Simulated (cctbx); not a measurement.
## What is wrong with this refinement?

Cell a = 4.0000 Å, b = 4.0000 Å, c = 12.4660 Å, α = 90.00°, β = 90.00°, γ = 120.00°; space group P-6m2 (no. 187). The compound is Ba3Zn.

The data are simulated with cctbx, not measured: Ag Kα, λ = 0.56087 Å, to d = 0.75 Å, 80 % of the full sphere, strongest reflection 40000 counts, noise from counting, a 3 % proportional error and a noise floor of 15 counts (s.d.); no absorption.

An anisotropic refinement with weights 1/σ² prints:

```text
Rint 0.025, 219 unique reflections to 0.75 A
cycle     R1     wR2    GooF  max shift (A)
   1  0.0254  0.0740   4.532   0.00050
   2  0.0104  0.0297   1.821   0.00000
final R1 0.0104 wR2 0.0297 GooF 1.821  parameters 7  data/parameter 31.3
atom        x        y        z      Ueq    occ   su(xyz)  su(Uiso or U11)
I1     0.66667  0.33333  0.27033   0.0041  1.000  0.00003  0.0001
Ba1    0.00000  0.00000  0.00000   0.0074  1.000  0.00000  0.0002
Zn1    0.00000  0.00000  0.50000   0.0088  1.000  0.00000  0.0003
difference map: max 0.69 min -0.80 rms 0.13
Q1    0.0000  0.0000  0.2573    2    0.71  2.32 A from I1
Q2    0.3333  0.6667  0.2516    2    0.64  2.32 A from I1
Q3    0.6667  0.3333  0.0913    2    0.49  2.23 A from I1
Q4    0.6119  0.2237  0.2879    6    0.47  0.44 A from I1
Q5    0.0000  0.0000  0.4258    2    0.45  0.93 A from Zn1
Q6    0.0000  0.0000  0.0922    2    0.45  1.15 A from Ba1
```

Q: Accept it or mend it, and why?

Mend it. The fault: wrong element: I1 is Ba. Against the right model at the same level, R1 goes from 0.0070 to 0.0104 and GooF from 0.94 to 1.82, U of I1 shrinks from 0.0059 to 0.0041 Å² and a hole of -0.8 e/Å³ opens. I1 has 3 electrons too few and its U shrinks to make up, as expected.

The compound is Ba3Zn. The right model at the same level gives:

```text
Rint 0.025, 219 unique reflections to 0.75 A
cycle     R1     wR2    GooF  max shift (A)
   1  0.0098  0.0254   1.556   0.00020
   2  0.0070  0.0154   0.944   0.00000
final R1 0.0070 wR2 0.0154 GooF 0.944  parameters 7  data/parameter 31.3
atom        x        y        z      Ueq    occ   su(xyz)  su(Uiso or U11)
Ba1    0.66667  0.33333  0.27031   0.0059  1.000  0.00002  0.0001
Ba2    0.00000  0.00000  0.00000   0.0061  1.000  0.00000  0.0001
Zn1    0.00000  0.00000  0.50000   0.0077  1.000  0.00000  0.0002
Flack x: 0.08(16)
Hooft y: -0.047(116)  Bijvoet pairs: 88
difference map: max 0.33 min -0.31 rms 0.08
Q1    0.0000  0.0000  0.0976    2    0.33  1.22 A from Ba2
Q2    0.6667  0.3333  0.0924    2    0.31  2.22 A from Ba1
Q3    0.0000  0.0000  0.2548    2    0.30  2.32 A from Ba1
Q4    0.9968  0.3389  0.4164   12    0.28  1.71 A from Zn1
Q5    0.3333  0.6667  0.2528    2    0.24  2.32 A from Ba1
Q6    0.0071  0.3251  0.2648   12    0.23  1.38 A from Ba1
```

This is a model crystal, built by substitution and not relaxed, with assumed displacement parameters.

[Middle refinement cycles are left out of these outputs.]

[Logs are printed without paths, hosts, clocks, repeated set-up lines and the standing remarks that a program may print on its own settings, such as how far it seeks lower states.]
